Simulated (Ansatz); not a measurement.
# Lattice dynamics of As monolayer, part 2 of 2

Task: relax As monolayer, then find its harmonic phonons.

Ansatz 0.2.0; DFT PBEsol, scalar-relativistic, plane waves, PAW.

So far. Step 3 (Relaxation): Little changed from the start: no atom moved by 0.005 Å and no cell edge by 0.1 %.

**4. Tight relaxation**

Phonons need a cell at rest on their own settings, so the relaxation is repeated with tight tolerances on forces and stress, using the mesh and the filling of the phonon run that follows.

Input file input.yaml:

```yaml
crystal:
  lattice:
    - [3.5448561471, 0.0, 0.0]
    - [-1.7724280736, 3.0699354762, 0.0]
    - [0.0, 0.0, 26.58]
  atoms:
    - { symbol: As, position: [0.3333333333, 0.6666666667, 0.4023495185] }
    - { symbol: As, position: [0.6666666667, 0.3333333333, 0.3500959292] }
  periodic: [true, true, false]
kpoints:
  mp_grid: { grid: [12, 12, 1] }
hamiltonian:
  xc: pbesol
scf:
  occupations: { method: fixed }
output:
  forces: true
  stress: true
  eigenvalues: true
  write_density: true
  write_potential: true
  elf: true
  volumetric_format: npy
relax:
  adjacent_minimum: "off"
  f_tol: 0.001
  max_steps: 60
  cell: { stress_2d_tol: 0.002 }
```

Started as:

```sh
ansatz run input.yaml --threads 8 --pin off --max-ram 14336MiB --backend cpu --events-out ev --progress --plain --runs-dir out
```

Numbers of over 12 decimals in the logs are rounded to 6 here.

Output:

```text
[...]
Crystal: 2 atoms, lattice volume = 289.256 Å³
Basis set: ecut = 420 eV, 5579 PW (Γ), exchange–correlation on 48×48×360 points (8 copies of the dense FFT grid, shifted against one another)
Bands: 19, of which v1, the nominal top of the filled ones, is band 15 counted from 1 (14 counted from 0)
Symmetry: 12 space group operations
[...]
k-points: 19 of 144
[...]
° read free of the cell's end (the report's vacuum.weakly_bound_levels)
--- Relaxed structure (5 steps of the walk, 5 accepted, 1 SCFs on fresh bases) ---
[...]
cell:  # Å, volume = 289.0685 Å³
    - [3.543705, 2.8858191747927653e-11, 0]
    - [-1.771853, 3.068939, 0]
    - [0, 0, 26.58]
  atoms:
    - { symbol: As, position: [0.333333, 0.666667, 0.402362] }
    - { symbol: As, position: [0.666667, 0.333333, 0.350084] }
[key lines of the parts left out:]
SCF converged after 5 iterations
Free energy (F): -9625.849483 eV
Fermi energy:    -5.299735 eV
P = ½ c Tr σ = -0.0000 N/m
```

It took 4.9 s on 8 threads of Arm Neoverse V2, shared host; peak memory 0.72 GiB; 34 s of CPU time.

Little changed from the start: no atom moved by 0.005 Å and no cell edge by 0.1 %.

This step gave:

```
gap on the k-mesh  : 1.482 eV
direct gap on mesh : 2.089 eV
area per atom      : 5.438 Å²
```

Valence density in the ac plane at fractional y = 0.333, with atoms of As within 0.2 Å of it. It is the smooth field of the valence electrons, not physical close to the nuclei.

Ten steps, logarithmic in the rise over the least value, from '0' (0 e/Å³) to '9' (18 e/Å³), each cell a mean:
```
00000000000000
00000000000000
00000000000000
00000000000000
00000000000000
00000000000000
00000000000000
00000000000000
00000000000000
00000000000000
00000000000000
00000000000000
00000000000000
11111000000000
22222222233222
11111236899742
00000012333211
00000000000000
00000000000000
00000000000000
00000000000000
00000000000000
00000000000000
00000000000000
```
Columns run along a (3.5 Å), rows up along c (26.6 Å). Atoms in or near the plane, at fractional coordinates: As at (0.67, 0.35).

ELF in the ac plane at fractional y = 0.333, with atoms of As within 0.2 Å of it. It is the smooth field of the valence electrons, not physical close to the nuclei.

Ten even steps from '_' (0.00) to '@' (0.84), each cell a mean:
```
____________________________
____________________________
____________________________
____________________________
____________________________
____________________________
____________________________
____________________________
____________________________
____________________________
____________________________
____________________________
..::----::..________________
**##%%##**++--..______..::==
**************++======++++**
**==::--++####**==----++####
==..____--**@@@@@@@@@@@@@@%%
__________..--++******++==::
____________________________
____________________________
____________________________
____________________________
____________________________
____________________________
```
Columns run along a (3.5 Å), rows up along c (26.6 Å). Atoms in or near the plane, at fractional coordinates: As at (0.67, 0.35).

Electrostatic potential energy in the ac plane at fractional y = 0.333, with atoms of As within 0.2 Å of it. With pseudopotentials it is smooth inside the atoms' cores, unlike the true potential.

Values in eV, 24 rows by 14 columns, each cell a mean:
```
  0   0   0   0   0   0   0   0   0   0   0   0   0   0
  0   0   0   0   0   0   0   0   0   0   0   0   0   0
  0   0   0   0   0   0   0   0   0   0   0   0   0   0
  0   0   0   0   0   0   0   0   0   0   0   0   0   0
  0   0   0   0   0   0   0   0   0   0   0   0   0   0
  0   0   0   0   0   0   0   0   0   0   0   0   0   0
  0   0   0   0   0   0   0   0   0   0   0   0   0   0
  0   0   0   0   0   0   0   0   0   0   0   0   0   0
  0   0   0   0   0   0   0   0   0   0   0   0   0   0
  0   0   0   0   0   0   0   0   0   0   0   0   0   0
  0   0   0   0   0   0   0   0   0   0   0   0   0   0
  0   0   0   0   0   0   0   0   0   0   0   0   0   0
  0   0   0   0   0   0   0   0   0   0   0   0   0   0
 -3  -4  -5  -5  -4  -3  -2  -1  -1  -1  -1  -1  -2  -2
 -7  -9 -10  -9  -8  -6  -7  -7  -8  -8  -8  -7  -7  -6
 -6  -4  -3  -3  -5  -9 -11 -10  -5  -2  -3  -8 -11 -11
 -2  -1  -1  -1  -2  -3  -4  -6  -7  -7  -7  -6  -5  -3
  0   0   0   0   0   0   0   0   0   0   0   0   0   0
  0   0   0   0   0   0   0   0   0   0   0   0   0   0
  0   0   0   0   0   0   0   0   0   0   0   0   0   0
  0   0   0   0   0   0   0   0   0   0   0   0   0   0
  0   0   0   0   0   0   0   0   0   0   0   0   0   0
  0   0   0   0   0   0   0   0   0   0   0   0   0   0
  0   0   0   0   0   0   0   0   0   0   0   0   0   0
```
Columns run along a (3.5 Å; values clipped at the 3rd and 97th percentile), rows up along c (26.6 Å). Atoms in or near the plane, at fractional coordinates: As at (0.67, 0.35).

The largest force component left is 0.0054 meV/Å, within the tolerances set.

**5. Phonons on a q mesh**

Stability and thermal properties need the whole zone. Linear response on a 6×6×1 q mesh gives force constants as far as a supercell of that size would.

Input file input.yaml:

```yaml
crystal:
  lattice:
    - [3.543705435, 0.0, 0.0]
    - [-1.7718527175, 3.0689389302, 0.0]
    - [0.0, 0.0, 26.58]
  atoms:
    - { symbol: As, position: [0.3333333333, 0.6666666667, 0.4023617815] }
    - { symbol: As, position: [0.6666666667, 0.3333333333, 0.3500836662] }
  periodic: [true, true, false]
kpoints:
  mp_grid: { grid: [12, 12, 1] }
hamiltonian:
  xc: pbesol
scf:
  occupations: { method: fixed }
output:
  eigenvalues: true
phonons:
  method: dfpt
  dielectric: true
  raman: true
  qmesh: [6, 6, 1]
  temperatures: { t_max: 1000, t_step: 50 }
  qpath:
    path:
      - [0.0, 0.0, 0.0]
      - [0.5, 0.0, 0.0]
      - [0.33333333, 0.33333333, 0.0]
      - [0.0, 0.0, 0.0]
    npoints: 10
  isolated: true
```

Output:

```text
Warning: phonons.dielectric: true without phonons.rigid_motions: the static dielectric tensor ε⁰ will be withheld (ε∞, Z* and the rows of modes are given); for a crystal or a slab, whose only rigid motions are the translations, set phonons.rigid_motions: translations
Warning: crystal.symmetry: narrowed to the stabiliser of the run's FFT grids — unitary ops 12 → 6. A phonons.method: dfpt run fills in the rows of the dynamical matrix that it does not solve by its symmetry operations, which is exact only for operations that map its FFT grids onto themselves: filled in by any other, the frequencies could depend on the order in which like atoms are typed, or, by more than the grids' own error, on where the crystal sits among the grids' points. Excluded: 6 operations. The run can therefore solve more perturbations, solve them on more k-points, or both, and cost more. [rest of the remark cut]
[...]
Crystal: 2 atoms, lattice volume = 289.069 Å³
Basis set: ecut = 420 eV, 5579 PW (Γ), exchange–correlation on 48×48×360 points (8 copies of the dense FFT grid, shifted against one another)
Bands: 19, of which v1, the nominal top of the filled ones, is band 15 counted from 1 (14 counted from 0)
Symmetry: 12 space group operations
k-points: 43 of 144 (irreducible under 2 space group operations, time reversal used)
[...]
SCF iter   1: F=—  HF=-9625.850853 eV  |F-HF|=—  |Δ(HF+E_count)|=         —  Δρ=1.10e-3  dr2=4.01e-3  ethr=1.77e-3  ⟨swp⟩=6.7  Hψ=4001  notcnv=0  defer=74
[...]
SCF iter   7: F=-9625.849483 eV  HF=-9625.849483 eV  |F-HF|=2.78e-10  |Δ(HF+E_count)|=   3.77e-9  Δρ=1.35e-7  dr2=9.31e-11  ethr=1.00e-12  ⟨swp⟩=21.9  Hψ=7605  notcnv=0
SCF 1 converged in 7 iterations: F = -9625.849483 eV  dr2 = 9.31e-11
[...]
DFPT response loops at Γ: preconditioner auto → none (the input reference at scf.mixing.eps_inf says where Resta's filter doesn't serve); β = 0.50; Broyden in place of MSR1
── the response to a field inside a basis, on 16×16×2 k-points: an SCF that follows is theirs, and a resumed run solves both again ──
Bands: 16, of which v1, the nominal top of the filled ones, is band 15 counted from 1 (14 counted from 0)
k-points: 136
[...]
Eigensolver: Dense (136 Hₖ)
SCF iter   1: F=—  HF=-9625.847396 eV  |F-HF|=—  |Δ(HF+E_count)|=         —  Δρ=3.26e-5  dr2=1.24e-6  ethr=1.00e-1
[...]
SCF iter   5: F=-9625.847396 eV  HF=-9625.847396 eV  |F-HF|=8.73e-11  |Δ(HF+E_count)|=  1.04e-10  Δρ=1.55e-7  dr2=6.48e-11  ethr=3.12e-12
SCF 1 converged in 5 iterations: F = -9625.847396 eV  dr2 = 6.48e-11
[...]
NSCF: frozen V_eff on 19 k-points
[...]
SCF converged after 7 iterations
Free energy (F): -9625.849483 eV
[...]
Internal energy: -9625.849483 eV  (E = F + TS)
E sigma→0 (E₀):  -9625.849483 eV
Fermi energy:    -5.299718 eV
[...]
--- Band table (eV; the first three rows and the last of 43) ---
  k-point 0: bands = [... 11 lower, -12.6677, -6.0693, -5.2997, -5.2997, -3.2108, -1.7575, -1.7575, -0.4720]
  k-point 1: bands = [... 11 lower, -12.6428, -6.2463, -6.0170, -5.5234, -2.6132, -1.8461 (-1.8461°), -1.5308, -0.3297]
  k-point 2: bands = [... 11 lower, -12.6161, -7.6665, -6.0144, -5.8969, -3.0650, -1.0952 (-1.0952°), -1.0914, 0.0190]
  k-point 42: bands = [... 11 lower, -14.1197, -9.3029, -8.4852, -6.4919, -2.8353, -1.8899, -0.3021, 2.2126]
  ° read free of the cell's end (the report's vacuum.weakly_bound_levels)
--- Phonons (Γ-DFPT): 4 representative perturbations + reference, on 43 of 144 k-points (Σ response iterations 15) ---
  ASR residual: 6.787e-5 → 0.000e0 eV/Å²; symmetrization residual: 4.492e-6 eV/Å²
  The last average, over the group as it would stand without the narrowing to the FFT grids, took up to 3.553e-15 eV/Å² of the zone centre's force constants
  ASR residual per site (eV/Å²): 6.79e-5 6.72e-5
  Γ frequencies (cm⁻¹): 0.00 0.00 0.00 243.20 243.20 311.28
  ε∞ (high-frequency dielectric tensor):
        3.249765     0.000000     0.000000
        0.000000     3.249765     0.000000
        0.000000    -0.000000     1.150627
  α∞ (the layer's polarisability for a field applied outside it; Å, Gaussian; ε∞ is over the cell's 26.580 Å):
        4.758633     0.000000     0.000000
        0.000000     4.758633     0.000000
        0.000000    -0.000000     0.318602
  ε⁰ (static dielectric tensor): not given — the deck does not say what the cell's rigid motions are, and on a molecule in a box or a wire the rigid rotations would enter the sum over the modes at Γ. For a crystal or a slab, whose only rigid motions are the translations, set phonons.rigid_motions: translations.
  Born effective charges Z* (e; rows j = field, columns β = displacement):
    site 0:
         0.00000   -0.00000    0.00000
        -0.00000    0.00000    0.00000
         0.00000   -0.00000    0.00000
    site 1:
         0.00000    0.00000    0.00000
         0.00000    0.00000   -0.00000
         0.00000    0.00000    0.00000
  Z* charge neutrality: 3.253e-3 e pre-enforcement
  solved inside a basis spanned on kpoints, on 16×16×2 k-points transformed towards the longest dipole: ε∞ is read to err by 1.2e-2, Z* by 1.7e-2 e (field_mesh: kpoints solves on kpoints)
  Raman tensors (in the event stream and the table raman_tensors.tsv): an entry may err by 3.0e-1 Å², one of the second-order susceptibility by 5.9e-20 pm/V (basis, points and sum rule); their sum over the sites missed zero by 1.421e-14 Å² ahead of its enforcement
  optical modes at Γ without the LO–TO term, one row a degenerate level:
      ω (cm⁻¹)  modes    IR ((D/Å)²/amu)  static Raman (Å⁴/amu)  depolarisation
        243.20      2             0.0000               810.3656           0.750
        311.28      1             0.0000              1285.9211           0.120
--- Phonons (arbitrary-q DFPT): 7 irreducible q on the 6×6×1 mesh ---
  q = [0.0000, 0.0000, 0.0000] (star 1, of the zone-centre solve; hermiticity 6.73e-7, symmetrization 5.87e-8, taken by the last average 2.66e-16): -0.00 -0.00 0.00 243.20 243.20 311.28
  q = [0.0000, 0.1667, 0.0000] (star 6, 6 solved perturbations on 78 of 144 k-point pairs; hermiticity 1.11e-6, symmetrization 2.06e-9, taken by the last average 4.17e-7): 11.22 46.80 77.73 234.73 241.06 288.06
[...]
q = [0.1667, 0.1667, 0.0000] (star 6, 4 solved perturbations in 444 linear systems a pass and spin channel, the states on 144 of 144 k-point pairs; hermiticity 6.57e-7, symmetrization 4.44e-10, taken by the last average 1.74e-7): 30.84 84.20 94.26 228.21 238.88 264.95
[...]
sum rule: each row above includes the acoustic sum rule's correction from the zone centre's row sums; it moved no ω² by more than (0.50 cm⁻¹)²
  mesh force constants: q→R imaginary residual 2.21e-18; ASR residual 6.787e-5 → 0.000e0 eV/Å²; symmetrization residual 8.882e-15 eV/Å²
  interpolated dispersion: 31 rows × 6 modes
  density of states and harmonic sums: on the 24×24×1 q-mesh, interpolated from the force constants of a 6×6×1 supercell (no non-analytic term)
  largest difference from the sums on the solved wave vectors: F 1.59e-2 eV, S 1.99e-5 and C_V 4.04e-6 eV/K
  zero-point energy: 0.058532 eV/cell   skipped modes (ω ≤ 0): 6, of them read as no rigid motion or as one in doubt: 3 (3.125e-2 modes/cell left out, lowest -2.82 cm⁻¹)   left out of the sums: 6.08e-3 of the cell's modes: C_V's classical limit lies that fraction below 3 k_B per atom; for a crystal, a wire or a layer, F and S can be off by more, and a phonons.interpolated_qmesh denser along its periods is the remedy for the sampling
```

The job ended after 6.1 min (8 threads; peak memory 3.4 GiB).

The column dr2 measures how far the density is from self-consistency, as an energy; F and HF (Harris–Foulkes) agree once it is small.

This step gave:

```
sum-rule residual before enforcement                    : 6.79e-5 eV/Å²
miss of the charge sum rule                             : 0.003253 e
estimated error of the dielectric tensor                : 0.01186
estimated error of the Born charges                     : 0.01744 e
lowest frequency on the path                            : -2.699 cm⁻¹
point group                                             : -3m
highest frequency on the path or at a solved wavevector : 311.3 cm⁻¹
highest optical mode at the zone centre (no LO-TO term) : 311.3 cm⁻¹
lowest optical zone-centre mode                         : 243.2 cm⁻¹
largest Born charge (third of the trace)                : 0 e
lowest mode on the q mesh (acoustic modes at Γ apart)   : 11.22 cm⁻¹
```

High-frequency dielectric tensor, averaged over the cell of height 26.6 Å or as lengthened by the program, vacuum included. Tensor:

|  | x | y | z |
| --- | --- | --- | --- |
| x | 3.25 | 0 | 0 |
| y | 0 | 3.25 | 0 |
| z | 0 | 0 | 1.151 |

The Born charge (rows field, columns displacement) vanishes on all sites.

Activity x (w_L - w)^4 (n + 1)/w, 532 nm, 300 K; the tensors are static ones, while 532 nm light lies above the computed direct gap, where resonance would change the heights. Raman lines, with heights relative to the strongest:

```csv
position (cm⁻¹),label,relative intensity
243,Eg,92
311,A1g,100
```

Frequencies (cm⁻¹) solved at each irreducible wavevector; negative means imaginary. Frequencies by wavevector, by row:

| q in reciprocal lattice units | star | mode 1 | mode 2 | mode 3 | mode 4 | mode 5 | mode 6 |
| --- | --- | --- | --- | --- | --- | --- | --- |
| 0 0 0 | 1 | 0 | 0 | 0 | 243.2 | 243.2 | 311.3 |
| 0 0.1667 0 | 6 | 11.2 | 46.8 | 77.7 | 234.7 | 241.1 | 288.1 |
| 0 0.3333 0 | 6 | 42.5 | 62.2 | 106.8 | 228.3 | 236 | 273.1 |
| 0 -0.5 0 | 3 | 62.5 | 71.8 | 96.4 | 227.8 | 236.3 | 272.6 |
| 0.1667 0.1667 0 | 6 | 30.8 | 84.2 | 94.3 | 228.2 | 238.9 | 264.9 |
| 0.1667 0.3333 0 | 12 | 59.6 | 83.4 | 105.5 | 225.5 | 236.9 | 254.9 |
| 0.3333 0.3333 0 | 2 | 71.9 | 71.9 | 118.3 | 223.1 | 240.1 | 240.1 |

Interpolated from a 6×6×1 q mesh. Phonon branches along the path, in cm⁻¹:

```
  point  branch 1  branch 2  branch 3  branch 4  branch 5  branch 6
      Γ         0         0         0       243       243       311
halfway        25        58       100       230       238       277
      M        62        72        96       228       236       273
halfway        69        76       106       225       237       255
      K        72        72       118       223       240       240
halfway        31        84        94       228       239       265
      Γ         0         0         0       243       243       311
```

The phonon branches as a text plot (rows in cm⁻¹):

```
    305 |*****                                               ****
    292 |     **                                         ****
    279 |       **************                        ***
    266 |                     *****                 **
    252 |                          **          *****
    239 |********************************************************
    226 |       *****************************************
    213 |
    200 |
    187 |
    174 |
    161 |
    148 |
    135 |
    122 |                             *******
    109 |           ******        ****       *****
     95 |         **      ********             *******
     82 |       **                 **      ****     *******
     69 |     **          *******************         ***
     56 |   **  **************               *****       ****
     43 |     **      **                          **       **
     30 | ****    ****                              **       ***
     17 | **    **                                    *****  ***
      4 |*******                                           ******
         Γ                   M           K                      Γ
```

Tetrahedra on a 24×24×1 mesh, mean over bins of 5 cm-1. Interpolated from a 6×6×1 q mesh. Table of phonon density of states by wavenumber; read off at these points:

wavenumber (cm⁻¹), phonon density of states (1/cm⁻¹/cell) and a bar:
```
       -2      0.006 #
        8      0.008 #
       18      0.011 ##
       32      0.014 ##
       42      0.017 ###
       52      0.023 ####
       62      0.055 #########
       68      0.057 ##########
       72      0.035 ######
       82      0.030 #####
       98      0.032 #####
      102      0.068 ###########
      108      0.031 #####
      118      0.009 ##
      128      0.000 
      138      0.000 
      148      0.000 
      162      0.000 
      172      0.000 
      182      0.000 
      192      0.000 
      202      0.000 
      212      0.000 
      228      0.125 #####################
      238      0.180 ##############################
      248      0.016 ###
      258      0.018 ###
      268      0.029 #####
      272      0.042 #######
      278      0.012 ##
      292      0.005 #
      302      0.004 #
      312      0.000
```

Second derivatives of the energy by pair, one row for each kind of neighbour of each atom listed. Each entry sums the pair over the periodic images of the supercell that the q mesh stands for, and in a polar crystal it holds the long-range dipole part too. Force constants by pair, by row:

| atom | neighbour | distance (Å) | third of the trace (eV/Å²) | along the pair's line (eV/Å²) |
| --- | --- | --- | --- | --- |
| As1 | itself | 0 | 9.082 | – |
| As1 | As | 2.473 | -2.987 | -7.405 |
| As1 | As | 3.544 | 0.0835 | -0.356 |
| As1 | As | 4.321 | -0.0141 | -0.009 |
| As1 | As | 5.589 | -0.1162 | -0.0769 |
| As1 | As | 6.138 | -0.0074 | -0.0129 |
| As1 | As | 7.087 | 0.0489 | -0.0124 |
| As2 | itself | 0 | 9.082 | – |
| As2 | As | 2.473 | -2.987 | -7.405 |
| As2 | As | 3.544 | 0.0835 | -0.356 |
| As2 | As | 4.321 | -0.0141 | -0.009 |
| As2 | As | 5.589 | -0.1162 | -0.0769 |
| As2 | As | 6.138 | -0.0074 | -0.0129 |
| As2 | As | 7.087 | 0.0489 | -0.0124 |

Symmetry leaves 7 wavevectors to solve. The lowest mode among them, the acoustic zeros apart, lies at q = (0, 0.167, 0) and is real, 11.2 cm⁻¹.

**6. Summary of results**

| Property | Result |
| --- | --- |
| space group after relaxation (within 0.01 Å) | P-3m1 |
| area per atom | 5.44 Å² |
| gap on the k-mesh | 1.48 eV |
| highest optical mode at the zone centre (no LO-TO term) | 311 cm⁻¹ |
| lowest optical zone-centre mode | 243 cm⁻¹ |
| largest Born charge (third of the trace) | 0 e |
| lowest mode on the q mesh (acoustic modes at Γ apart) | 11.2 cm⁻¹ |
| highest frequency on the path or at a solved wavevector | 311 cm⁻¹ |
| imaginary modes on the 6×6×1 q mesh | none |

**Reading.** The structure is a minimum as far as tested: no mode is imaginary at the 7 irreducible wavevectors of the 6×6×1 mesh, and the softest away from the acoustic zeros lies at 11 cm⁻¹. The optical modes at Γ span 243 to 311 cm⁻¹. No mode is infrared active. Averaged over orientations, the strongest Raman line at 532 nm and 300 K is at 311 cm⁻¹. The tensors are the static, non-resonant ones, while 532 nm light (2.33 eV) lies above the computed gap. In a sheet or slab the interpolated bending branch near Γ is rough, since the rotational sum rule isn't imposed. Dielectric tensors refer to the cell with its vacuum. The starting cell was built on a prototype and not taken from a measurement. These are harmonic frequencies at zero temperature: anharmonic shifts, linewidths and thermal expansion are left out.

[Logs are printed without paths, hosts, clocks, repeated set-up lines and the standing remarks that a program may print on its own settings, such as how far it seeks lower states.]

[Hosts, paths, dates, database ids (printed as entryN), source tags and the programs' standing remarks are cut or masked in the printed files.]
